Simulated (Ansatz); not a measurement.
# BaBeBr2F2: complex band structure, part 2 of 4

Wanted: the relaxed cell of BaBeBr2F2, its band edges and its decay constants. It is built by putting Be for part of the Ba in the BaBrF structure of space group P4/nmm, with the volume rescaled by atomic radii. The parent structure comes from the Materials Project.

Ansatz 0.2.0; PBE DFT, plane waves, PAW files (the session's first sound run).

So far. Step 2 (Cell and atoms at rest): The largest force component on a free atom ends at 0.0024 eV/Å.

The structure was built from a prototype and need not be the compound's stable phase.

## 3. The bulk crystal and its band edges

The energy window and the wavevectors of the next steps follow from the band edges, so these are searched first, off the mesh as well.

File input.yaml:

```yaml
crystal:
  lattice:
    - [3.7485945276, 0.0, 0.0]
    - [0.0, 3.7485945276, 0.0]
    - [0.0, 0.0, 9.1757145224]
  atoms:
    - { symbol: Be, position: [0.0, 0.5, 0.8641394647] }
    - { symbol: Ba, position: [0.5, 0.0, 0.1627068109] }
    - { symbol: Br, position: [0.5, 0.0, 0.6983612436] }
    - { symbol: Br, position: [0.0, 0.5, 0.3501712674] }
    - { symbol: F, position: [0.5, 0.5, -0.0376893933] }
    - { symbol: F, position: [0.0, 0.0, -0.0376893933] }
kpoints:
  mp_grid: { grid: [6, 6, 4] }
  band_path: { path: [VBM, CBM], npoints: 30 }
scf:
  occupations: { method: fixed }
hamiltonian:
  xc: pbe
output:
  eigenvalues: true
  write_potential: true
  write_density: true
  volumetric_format: npy
  elf: true
```

Launch:

```sh
$ ansatz run input.yaml --threads 2 --pin off --max-ram 4096MiB --backend cpu --events-out ev --progress --plain --runs-dir out
```

Numbers of over 12 decimals in the logs are rounded to 6 here.

Output:

```text
[...]
Crystal: 6 atoms, lattice volume = 128.937 Å³
Basis set: ecut = 420 eV, 2503 PW (Γ)
Bands: 26, of which v1, the nominal top of the filled ones, is band 20 counted from 1 (19 counted from 0)
Symmetry: 8 space group operations
[...]
k-points: 30 of 144 (time reversal used)
[...]
SCF iter   1: F=—  HF=-13231.232105 eV  |F-HF|=—  |Δ(HF+E_count)|=         —  Δρ=2.48e-3  dr2=2.86e-2  ethr=1.77e-3  ⟨swp⟩=5.1  Hψ=3701  notcnv=0  defer=120
[...]
SCF iter   8: F=-13231.222916 eV  HF=-13231.222916 eV  |F-HF|=3.98e-8  |Δ(HF+E_count)|=   3.66e-7  Δρ=3.61e-6  dr2=3.21e-8  ethr=2.50e-10  ⟨swp⟩=12.6  Hψ=4587  notcnv=0
SCF 1 converged in 8 iterations: F = -13231.222916 eV  dr2 = 3.21e-8
[...]
NSCF: frozen V_eff on 40 k-points
[...]
SCF converged after 8 iterations
Free energy (F): -13231.222916 eV
[...]
Internal energy: -13231.222916 eV  (E = F + TS)
E sigma→0 (E₀):  -13231.222916 eV
Fermi energy:    5.217096 eV
[...]
--- Band table (eV; the first three rows and the last of 30) ---
  k-point 0: bands = [... 16 lower, 3.2919, 4.1361, 4.8806, 4.8806, 6.6276, 7.2450, 8.4244, 9.1195, ... 2 higher]
  k-point 1: bands = [... 16 lower, 3.2956, 4.0164, 4.8754, 4.8754, 6.7983, 7.2463, 8.2162, 9.2128, ... 2 higher]
  k-point 2: bands = [... 16 lower, 3.2994, 3.8976, 4.8702, 4.8702, 7.0037, 7.2476, 7.9857, 9.2976, ... 2 higher]
  k-point 29: bands = [... 16 lower, 2.1913, 3.4486, 3.4486, 4.6436, 6.7669, 8.9022, 10.4622, 10.4622, ... 2 higher]
```

The job ended after 6.3 s (2 threads of AMD EPYC 9R45, shared host; peak memory 0.46 GiB).

Numbers from this step:

```yaml
free_energy: -13231.2229 eV
fermi_energy: 5.217 eV
gap_on_the_k_mesh: 1.410 eV
gap_on_path: 1.410 eV, by band count; negative where bands overlap
direct_gap_on_path: 1.747 eV
edge_places_on_path: 0, 0.9053 1/A along the path
```

The electronic bands at the labelled points (eV, zero at the Fermi level (highest filled level under fixed occupations); v1 is the highest filled band, c1 the lowest empty one):

| point | v4 | v3 | v2 | v1 | c1 | c2 | c3 | c4 |
| --- | --- | --- | --- | --- | --- | --- | --- | --- |
| VBM | -2.31 | -2.05 | -0.80 | 0.00 | 2.72 | 3.52 | 4.10 | 5.18 |
| halfway | -1.97 | -1.70 | -0.95 | -0.18 | 2.39 | 3.05 | 3.97 | 4.73 |
| CBM | -1.93 | -1.08 | -0.34 | -0.34 | 1.41 | 2.03 | 3.21 | 3.90 |

ELF in the ac plane at fractional y = 0.000, with atoms of Ba and Br and F within 0.2 Å of it. It is the smooth field of the valence electrons, not physical close to the nuclei.

Ten even steps from '0' (0.01) to '9' (0.90), each cell a mean:
```
57972000003887
78852000002788
77510011100257
21002466642011
00157899987310
01589965799741
02699500179851
02699510179851
01589976899841
01378999998630
00136788875300
00001344421000
00000000000000
00000000000000
00000000000000
00000011000000
00002467631000
00036999986200
00279865799620
00499500179830
00489611389730
11158987898311
76313689862146
88841122101588
```
Columns run along a (3.7 Å), rows up along c (9.2 Å). Atoms in or near the plane, at fractional coordinates: Ba at (0.50, 0.16), Br at (0.50, 0.70), F at (0.00, 0.96).

Valence density in the ac plane at fractional y = 0.000, with atoms of Ba and Br and F within 0.2 Å of it. It is the smooth field of the valence electrons, not physical close to the nuclei.

Ten steps, logarithmic in the rise over the least value, from '_' (0 e/Å³) to '@' (13 e/Å³), each cell a mean:
```
@@@@**--..__________::==##@@
%%##++::..__________..--**%%
++==--....__________..::--==
............::::............
____....::----==----::....__
____..::--==========--::..__
__..::--====--::======--..__
__....--====----======::..__
____..::--==========--::..__
______..::----==----::..____
________............________
____________________________
____________________________
____________________________
____________________________
____________________________
______......::::::....______
____..::--========--::....__
____..--==++++++++++==::..__
__..::==++++----==++==--..__
__..::--++++==--==++==--..__
......--==++++++++====::....
==--::::::----==----::::----
%%##++::..............--++##
```
Columns run along a (3.7 Å), rows up along c (9.2 Å). Atoms in or near the plane, at fractional coordinates: Ba at (0.50, 0.16), Br at (0.50, 0.70), F at (0.00, 0.96).

Electrostatic potential energy in the ac plane at fractional y = 0.000, with atoms of Ba and Br and F within 0.2 Å of it. With pseudopotentials it is smooth inside the atoms' cores, unlike the true potential.

Values in eV, 24 rows by 14 columns, each cell a mean:
```
-41 -38 -19   7   8   8   7   7   8   8   8   2 -25 -39
-36 -29  -8   9  10  10  10   9  10  10   9   6 -14 -31
 -3   2   8  10  10  10  10  10  10  10  10   9   7   0
  9  10  10  10  10   9   9   8   9   9  10  10  10  10
 10  10  10   9   7   3  -4  -6  -2   4   7   9  10  10
 11  10   9   6  -4 -26 -43 -47 -39 -20  -1   7  10  11
 11  11   9   2 -21 -49 -53 -53 -53 -44 -14   5   9  11
 11  11   9   2 -20 -49 -53 -53 -53 -43 -13   6   9  11
 11  11  10   6  -3 -25 -41 -45 -38 -18   0   8  10  11
 11  11  11  10   8   4  -2  -4   0   5   8  10  11  11
 11  11  11  11  11  10   9   9  10  10  11  11  11  11
 11  11  11  11  11  11  11  11  11  11  11  11  11  11
 11  11  11  11  11  11  11  11  11  11  11  11  11  11
 10  10  10  10  10  10  10  10  10  10  10  10  10  10
 10  10  10   9   9   9   8   8   8   9   9   9  10  10
  9   9   8   8   7   6   6   5   6   6   7   8   9   9
  8   8   7   5   3   1  -1  -2  -1   2   4   6   7   8
  7   6   4   1  -6 -14 -19 -21 -18 -12  -4   2   5   6
  5   4   1  -7 -19 -29 -34 -35 -33 -27 -17  -4   2   5
  4   3  -1 -13 -26 -35 -39 -40 -38 -33 -24  -8   1   4
  5   3   0 -12 -25 -34 -38 -39 -37 -32 -23  -7   1   4
  6   5   3  -4 -15 -25 -31 -32 -29 -23 -12  -1   4   5
  3   5   5   3  -1  -7 -13 -14 -11  -6   0   4   5   4
-31 -22  -3   6   5   4   3   2   3   4   6   5  -8 -25
```
Columns run along a (3.7 Å; values clipped at the 3rd and 97th percentile), rows up along c (9.2 Å). Atoms in or near the plane, at fractional coordinates: Ba at (0.50, 0.16), Br at (0.50, 0.70), F at (0.00, 0.96).

The searched edges give 1.41 eV, as on the mesh.

## 4. Complex bands, plane (100), k-mesh 6×4×6

This step: PBE DFT, plane waves, PAW files; complex bands by layer matching along the plane's normal (Ansatz 0.2.0).

The same crystal is laid in a cell whose first two vectors span the (100) plane (indices of the standard conventional cell, whose axes can be ordered otherwise than in the bulk input). At fixed energy and wavevector in the plane the solver finds all kz, real and complex. A few wavevectors are listed, (0, 0), (0, -0.5) and (-0.5, -0.5) in units of the plane's reciprocal vectors; the slowest state needn't be among them.

File input.yaml:

```yaml
crystal:
  lattice:
    - [3.748594528, 0.0, 0.0]
    - [0.0, 9.175714522, 0.0]
    - [0.0, 0.0, 3.748594528]
  atoms:
    - { symbol: Be, position: [0.5, 0.8641394647, 0.0] }
    - { symbol: Ba, position: [0.0, 0.1627068109, 0.5] }
    - { symbol: Br, position: [0.0, 0.6983612436, 0.5] }
    - { symbol: Br, position: [0.5, 0.3501712674, 0.0] }
    - { symbol: F, position: [0.5, 0.9623106067, 0.5] }
    - { symbol: F, position: [0.0, 0.9623106067, 0.0] }
kpoints:
  mp_grid: { grid: [6, 4, 6] }
scf:
  occupations: { method: fixed }
hamiltonian:
  xc: pbe
output:
  eigenvalues: true
  transmission:
    leads: [[0, 0]]
    kpoints: [[0.0, 0.0], [0.0, -0.5], [-0.5, -0.5]]
    e_range: [-1.0, 2.41]
    de: 0.06
```

Output:

```text
[...]
Crystal: 6 atoms, lattice volume = 128.937 Å³
Basis set: ecut = 420 eV, 2503 PW (Γ)
Bands: 26, of which v1, the nominal top of the filled ones, is band 20 counted from 1 (19 counted from 0)
Symmetry: 8 space group operations
[...]
k-points: 30 of 144 (time reversal used)
[...]
SCF iter   1: F=—  HF=-13231.232081 eV  |F-HF|=—  |Δ(HF+E_count)|=         —  Δρ=2.48e-3  dr2=2.88e-2  ethr=1.77e-3  ⟨swp⟩=5.1  Hψ=3706  notcnv=0  defer=120
[...]
SCF iter   8: F=-13231.222916 eV  HF=-13231.222916 eV  |F-HF|=3.69e-8  |Δ(HF+E_count)|=   3.51e-7  Δρ=3.44e-6  dr2=3.00e-8  ethr=2.50e-10  ⟨swp⟩=12.7  Hψ=4563  notcnv=0
SCF 1 converged in 8 iterations: F = -13231.222916 eV  dr2 = 3.00e-8
[...]
transmission: 7 of 21 steps passed
transmission: 14 of 21 steps passed
transmission: 21 of 21 steps passed
SCF converged after 8 iterations
Free energy (F): -13231.222916 eV
[...]
Internal energy: -13231.222916 eV  (E = F + TS)
E sigma→0 (E₀):  -13231.222916 eV
Fermi energy:    5.217096 eV
[...]
--- Band table (eV; the first three rows and the last of 30) ---
  k-point 0: bands = [... 16 lower, 3.2919, 4.1361, 4.8806, 4.8806, 6.6276, 7.2450, 8.4244, 9.1195, ... 2 higher]
  k-point 1: bands = [... 16 lower, 3.2707, 3.9593, 4.2849, 4.9568, 7.2508, 7.8042, 8.7585, 9.5283, ... 2 higher]
  k-point 2: bands = [... 16 lower, 3.1479, 3.2098, 4.2984, 5.1237, 7.8852, 8.5171, 9.6522, 10.2641, ... 2 higher]
  k-point 29: bands = [... 16 lower, 2.1913, 3.4486, 3.4486, 4.6436, 6.7669, 8.9023, 10.4622, 10.4622, ... 2 higher]
--- Transmission ---
  basis      : 307 plane waves across, 7 finite elements along
  points     : 3, as listed
  energies   : 57 from -1.000000 to 2.360000 eV about the Fermi level, 0.060000 eV apart; the leads are filled to 0.705228 eV, and channels, transmission and decay are at 0.680000 eV
  crystal 0  : Be1Br2F2Ba1, at the sites [0, 0], period 3.7486 Å: whole cells are its period
    offset         : up to 0.0000 Å between an atom of the period and one for which it stands
    channels       : 0.000000e0 a spin
    conductance    : none, the energies end too early or step too widely for 300 K: set another output.transmission.e_range or a lower de, or, where they end at an eighth of basis.ecutwfc, a higher one
    slowest decay  : 0.1735 /Å at (0.0000, 0.0000)
```

Run time: 45 s. Hardware: 2 threads; peak memory 1 GiB.

This step gave:

| Property | Result |
| --- | --- |
| level to which the leads are filled | 0.7052 eV from the Fermi level |
| decay constant at the filling level, zone centre | 0.1735 Å⁻¹ |
| decay constant at the filling level, slowest listed point | 0.1735 Å⁻¹ |

K parallel (0, 0); values up to 1.5 1/Å, a degenerate pair printed once or twice; energies at which all values exceed this have no row. Im kz of the slowest decaying states against energy, zero at the highest filled level on the SCF mesh:

```
energy (eV)  decay 1 (Å⁻¹)  decay 2 (Å⁻¹)  decay 3 (Å⁻¹)  decay 4 (Å⁻¹)
      -1.00          0.121          0.282          0.475          0.608
      -0.82          0.248          0.298          0.479          0.576
      -0.64          0.310          0.466          0.498          0.555
      -0.52          0.317          0.398          0.500          0.544
      -0.34         0.0575          0.324          0.527          0.534
      -0.16          0.103          0.329          0.510          0.558
       0.02          0.125          0.137          0.332          0.493
       0.20          0.158          0.332          0.349          0.476
       0.32          0.167          0.331          0.418          0.465
       0.50          0.174          0.326          0.448          0.489
       0.68          0.174          0.319          0.432          0.537
       0.86          0.166          0.308          0.416          0.573
       1.04          0.148          0.293          0.402          0.576
       1.16          0.128          0.280          0.392          0.570
       1.34         0.0730          0.257          0.379          0.562
       1.52          0.227          0.366          0.554          0.558
       1.70          0.187          0.353          0.544          0.545
       1.88          0.129          0.339          0.531          0.535
       2.00         0.0567          0.330          0.522          0.528
       2.18          0.315          0.509          0.518          0.582
       2.36          0.297          0.497          0.507          0.537
```

K parallel (0, 0). The Re kz of states that move upwards by energy, zero at the highest filled level on the SCF mesh:

| energy (eV) | channel 1 (Å⁻¹) | channel 2 (Å⁻¹) |
| --- | --- | --- |
| -1.00 | - | - |
| -0.88 | -0.243 | 0.726 |
| -0.82 | -0.217 | - |
| -0.70 | -0.176 | - |
| -0.64 | -0.157 | - |
| -0.52 | -0.117 | - |
| -0.46 | -0.0943 | - |
| -0.34 | -0.0151 | - |
| -0.28 | 0.239 | - |
| -0.16 | 0.450 | - |
| -0.10 | 0.547 | - |
| 0.02 | - | - |
| 0.08 | - | - |
| 0.20 | - | - |
| 0.26 | - | - |
| 0.38 | - | - |
| 0.44 | - | - |
| 0.56 | - | - |
| 0.62 | - | - |
| 0.74 | - | - |
| 0.80 | - | - |
| 0.92 | - | - |
| 0.98 | - | - |
| 1.10 | - | - |
| 1.16 | - | - |
| 1.28 | - | - |
| 1.34 | - | - |
| 1.46 | 0.0645 | - |
| 1.52 | 0.0978 | - |
| 1.64 | 0.148 | - |
| 1.70 | 0.169 | - |
| 1.82 | 0.210 | - |
| 1.88 | 0.230 | - |
| 2.00 | 0.269 | - |
| 2.06 | 0.0615 | 0.288 |
| 2.18 | 0.136 | 0.328 |
| 2.24 | 0.162 | 0.349 |
| 2.36 | 0.206 | 0.394 |

K parallel (0, -0.5); values up to 1.5 1/Å, a degenerate pair printed once or twice; energies at which all values exceed this have no row. Table of Im kz of the slowest decaying states by energy, zero at the highest filled level on the SCF mesh:

```csv
energy (eV),decay 1 (Å⁻¹),decay 2 (Å⁻¹),decay 3 (Å⁻¹),decay 4 (Å⁻¹)
-1.00,0.0321,0.352,0.403,0.657
-0.82,0.336,0.348,0.576,0.677
-0.64,0.348,0.366,0.471,0.662
-0.52,0.349,0.373,0.415,0.652
-0.34,0.0226,0.351,0.461,0.634
-0.16,0.112,0.351,0.491,0.613
0.02,0.121,0.150,0.350,0.511
0.20,0.174,0.347,0.349,0.524
0.32,0.186,0.343,0.421,0.530
0.50,0.198,0.336,0.493,0.520
0.68,0.205,0.327,0.495,0.538
0.86,0.208,0.314,0.470,0.538
1.04,0.204,0.298,0.445,0.534
1.16,0.199,0.284,0.428,0.531
1.34,0.184,0.261,0.401,0.523
1.52,0.156,0.230,0.372,0.512
1.70,0.0979,0.190,0.341,0.499
1.88,0.131,0.309,0.482,0.526
2.00,0.0592,0.287,0.469,0.518
2.18,0.252,0.445,0.506,0.685
2.36,0.213,0.418,0.494,0.662
```

K parallel (0, -0.5). The Re kz of states that move upwards by energy, zero at the highest filled level on the SCF mesh:

```csv
energy (eV),channel 1 (Å⁻¹),channel 2 (Å⁻¹)
-1.00,-,-
-0.88,-0.236,0.517
-0.82,-0.216,0.677
-0.70,-0.179,-
-0.64,-0.160,-
-0.52,-0.119,-
-0.46,-0.0943,-
-0.34,0.0789,-
-0.28,0.253,-
-0.16,0.453,-
-0.10,0.547,-
0.02,-,-
0.08,-,-
0.20,-,-
0.26,-,-
0.38,-,-
0.44,-,-
0.56,-,-
0.62,-,-
0.74,-,-
0.80,-,-
0.92,-,-
0.98,-,-
1.10,-,-
1.16,-,-
1.28,-,-
1.34,-,-
1.46,-,-
1.52,-,-
1.64,-,-
1.70,-,-
1.82,0.0658,-
1.88,0.114,-
2.00,0.187,-
2.06,0.0587,0.221
2.18,0.133,0.291
2.24,0.158,0.328
2.36,0.201,0.411
```

K parallel (-0.5, -0.5); values up to 1.5 1/Å, a degenerate pair printed once or twice; energies at which all values exceed this have no row. Im kz of the slowest decaying states against energy, zero at the highest filled level on the SCF mesh:

```csv
energy (eV),decay 1 (Å⁻¹),decay 2 (Å⁻¹),decay 3 (Å⁻¹),decay 4 (Å⁻¹)
-1.00,0.333,0.367,0.453,0.641
-0.88,0.343,0.374,0.374,0.627
-0.76,0.0343,0.350,0.379,0.450
-0.58,0.356,0.387,0.583,0.725
-0.46,0.266,0.357,0.390,0.599
-0.34,0.354,0.357,0.394,0.578
-0.22,0.355,0.396,0.410,0.564
-0.04,0.349,0.399,0.468,0.546
0.02,0.0462,0.346,0.400,0.483
0.08,0.0912,0.343,0.400,0.497
0.20,0.141,0.335,0.401,0.521
0.32,0.175,0.326,0.401,0.510
0.50,0.211,0.310,0.401,0.492
0.62,0.230,0.296,0.400,0.481
0.74,0.245,0.281,0.399,0.469
0.86,0.258,0.263,0.397,0.457
1.04,0.231,0.273,0.394,0.440
1.16,0.205,0.280,0.391,0.428
1.28,0.173,0.285,0.388,0.418
1.40,0.131,0.287,0.384,0.408
1.58,0.285,0.378,0.396,0.614
1.70,0.279,0.374,0.390,0.602
1.82,0.270,0.368,0.386,0.590
1.94,0.257,0.363,0.383,0.577
2.12,0.231,0.353,0.381,0.556
2.24,0.210,0.346,0.380,0.541
2.36,0.184,0.338,0.380,0.525
```

K parallel (-0.5, -0.5). The Re kz of states that move upwards by energy, zero at the highest filled level on the SCF mesh:

```csv
energy (eV),channel 1 (Å⁻¹),channel 2 (Å⁻¹)
-1.00,-0.402,-
-0.88,-0.364,-
-0.76,-,-
-0.64,-0.299,0.597
-0.52,-0.262,-
-0.40,-0.224,-
-0.28,-0.183,-
-0.16,-0.135,-
-0.10,-0.105,-
0.02,-,-
0.14,-,-
0.26,-,-
0.38,-,-
0.50,-,-
0.62,-,-
0.74,-,-
0.86,-,-
0.98,-,-
1.10,-,-
1.22,-,-
1.34,-,-
1.46,-,-
1.52,-,-
1.64,-0.734,-
1.76,-0.677,-
1.88,-0.634,-
2.00,-0.597,-
2.12,-0.563,-
2.24,-0.532,-
2.36,-0.502,-
```

At the listed wavevectors the last open channel is at -0.04 eV and the next at +1.46 eV on the grid. At +0.68 eV, the grid energy nearest the filling level (the middle of the gap on the SCF mesh), the slowest state at the listed wavevectors decays with κ = 0.173 Å⁻¹, its amplitude falling by e over 5.8 Å. Through 1 nm of this crystal that state's transmission falls by exp(−2 × 0.173 Å⁻¹ × 10 Å) = 0.031.

## 5. Decay over the two-dimensional zone

The listed points could miss the slowest state, so one energy near mid-gap is solved on a mesh of 12×8.

Changes to input.yaml since step 4:

```diff
@@ -20,6 +20,2 @@
   eigenvalues: true
-  transmission:
-    leads: [[0, 0]]
-    kpoints: [[0.0, 0.0], [0.0, -0.5], [-0.5, -0.5]]
-    e_range: [-1.0, 2.41]
-    de: 0.06
+  transmission: { leads: [[0, 0]], kmesh: [12, 8], e_range: [0.71, 0.72], de: 0.05 }
```

Output:

```text
[...]
Crystal: 6 atoms, lattice volume = 128.937 Å³
Basis set: ecut = 420 eV, 2503 PW (Γ)
Bands: 26, of which v1, the nominal top of the filled ones, is band 20 counted from 1 (19 counted from 0)
Symmetry: 8 space group operations
[...]
k-points: 30 of 144 (time reversal used)
[...]
SCF iter   1: F=—  HF=-13231.232081 eV  |F-HF|=—  |Δ(HF+E_count)|=         —  Δρ=2.48e-3  dr2=2.88e-2  ethr=1.77e-3  ⟨swp⟩=5.1  Hψ=3706  notcnv=0  defer=120
[...]
SCF iter   8: F=-13231.222916 eV  HF=-13231.222916 eV  |F-HF|=3.69e-8  |Δ(HF+E_count)|=   3.51e-7  Δρ=3.44e-6  dr2=3.00e-8  ethr=2.50e-10  ⟨swp⟩=12.7  Hψ=4563  notcnv=0
SCF 1 converged in 8 iterations: F = -13231.222916 eV  dr2 = 3.00e-8
[...]
transmission: 28 of 245 steps passed
transmission: 56 of 245 steps passed
[...]
transmission: 245 of 245 steps passed
SCF converged after 8 iterations
Free energy (F): -13231.222916 eV
[...]
Internal energy: -13231.222916 eV  (E = F + TS)
E sigma→0 (E₀):  -13231.222916 eV
Fermi energy:    5.217096 eV
[...]
--- Band table (eV; the first three rows and the last of 30) ---
  k-point 0: bands = [... 16 lower, 3.2919, 4.1361, 4.8806, 4.8806, 6.6276, 7.2450, 8.4244, 9.1195, ... 2 higher]
  k-point 1: bands = [... 16 lower, 3.2707, 3.9593, 4.2849, 4.9568, 7.2508, 7.8042, 8.7585, 9.5283, ... 2 higher]
  k-point 2: bands = [... 16 lower, 3.1479, 3.2098, 4.2984, 5.1237, 7.8852, 8.5171, 9.6522, 10.2641, ... 2 higher]
  k-point 29: bands = [... 16 lower, 2.1913, 3.4486, 3.4486, 4.6436, 6.7669, 8.9023, 10.4622, 10.4622, ... 2 higher]
--- Transmission ---
  basis      : 307 plane waves across, 7 finite elements along
  points     : 35, standing for a mesh of 12 x 8
  energies   : 1 from 0.710000 to 0.710000 eV about the Fermi level; the leads are filled to 0.705228 eV, and channels, transmission and decay are at 0.710000 eV
[...]
channels       : 0.000000e0 a spin
    conductance    : none, crystal 0 has no channel at the energies, or these end too early or step too widely for 300 K: set another output.transmission.e_range or a lower de, or, where they end at an eighth of basis.ecutwfc, a higher one
    slowest decay  : 0.1728 /Å at (0.0000, 0.0000)
```

The job ended after 25 s (2 threads; peak memory 0.96 GiB).

Numbers from this step:

```
least decay constant on the mesh : 0.1728 Å⁻¹
```

Slowest decay constant (1/Å; 0 where a channel is open) over k1 and k2. At 0.7100 eV from the Fermi level.

Values, 8 rows by 12 columns:
```
0.243 0.244 0.243 0.241 0.232 0.215 0.202 0.215 0.232 0.241 0.243 0.244
0.247 0.247 0.246 0.241 0.229 0.208 0.191 0.208 0.229 0.241 0.246 0.247
0.251 0.250 0.248 0.241 0.227 0.200 0.178 0.200 0.227 0.241 0.248 0.250
0.253 0.252 0.248 0.241 0.225 0.196 0.173 0.196 0.225 0.241 0.248 0.252
0.251 0.250 0.248 0.241 0.227 0.200 0.178 0.200 0.227 0.241 0.248 0.250
0.247 0.247 0.246 0.241 0.229 0.208 0.191 0.208 0.229 0.241 0.246 0.247
0.243 0.244 0.243 0.241 0.232 0.215 0.202 0.215 0.232 0.241 0.243 0.244
0.242 0.242 0.243 0.241 0.233 0.218 0.206 0.218 0.233 0.241 0.243 0.242
```
Columns: k1 (b1) from -0.5 to 0.417; rows upwards: k2 (b2) from -0.5 to 0.375.

The least value on the mesh is 0.173 Å⁻¹ at +0.71 eV. At that energy the listed points give about 0.173 Å⁻¹ by interpolation, so the mesh holds no clearly slower state.

[end of part 2 of 4]

[Logs are printed without paths, hosts, clocks, repeated set-up lines and the standing remarks that a program may print on its own settings, such as how far it seeks lower states.]

[Hosts, paths, dates, database ids (printed as entryN), source tags and the programs' standing remarks are cut or masked in the printed files.]
